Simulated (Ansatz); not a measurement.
# LuPt3: which shell does photoemission see at 21.2 and 100 eV? (LDA)

The valence band of LuPt3 mixes several shells. Work out by hand which one leads the spectrum's area at each photon energy.

Filled states come from the projected DOS of Ansatz 0.2.0 (LDA, plane waves); cross sections σ and asymmetry parameters β are those of free atoms in a Dirac–Hartree–Slater calculation. A shell's area is states × σ × angular factor, which is 1 − β·P₂(cos θ)/2 for unpolarised light, with θ = 45° from the beam and P₂ = 0.250.

**At 21.2 eV** (states counted from 11.2 eV below the zero; other shells add 0.26 to the products' sum of 106):

```
shell  filled states a cell  cross section (Mb an electron)      β  angular factor  product  share by hand (%)  share in the simulated spectrum (%)
Pt 5d                 26.84                            3.62  -0.01            1.00     97.3                 92                                   92
Lu 5d                  2.39                            3.36   0.54            0.93     7.49                  7                                    7
Lu 4f                 13.99                          0.0916   0.83            0.90     1.15                  1                                    1
```

**At 100 eV** (states counted from 27.2 eV below the zero; other shells add 0.47 to the products' sum of 10.1):

| shell | filled states a cell | cross section (Mb an electron) | β | angular factor | product | share by hand (%) | share in the simulated spectrum (%) |
| --- | --- | --- | --- | --- | --- | --- | --- |
| Pt 5d | 26.90 | 0.152 | 1.75 | 0.78 | 3.2 | 32 | 32 |
| Lu 5d | 2.40 | 0.0321 | 1.92 | 0.76 | 0.0584 | 1 | 1 |
| Lu 4f | 13.99 | 0.479 | 0.37 | 0.95 | 6.4 | 63 | 63 |

Pt 5d leads at 21.2 eV and Lu 4f at 100 eV. Between the two energies σ of Pt 5d changes by a factor 0.042 and that of Lu 4f by 5.2, so their ratio moves 124-fold in favour of the second. The simulated spectrum uses the same rule on the energy-resolved DOS, so the two share columns agree within a few points.

Only crystals where the two columns agree within 4 points and the lead is clear are worked in this form. Free-atom cross sections ignore the solid's final states, no escape depth or background enters, and the count of states a shell hangs on the projection.

[Logs are printed without paths, hosts, clocks, repeated set-up lines and the standing remarks that a program may print on its own settings, such as how far it seeks lower states.]
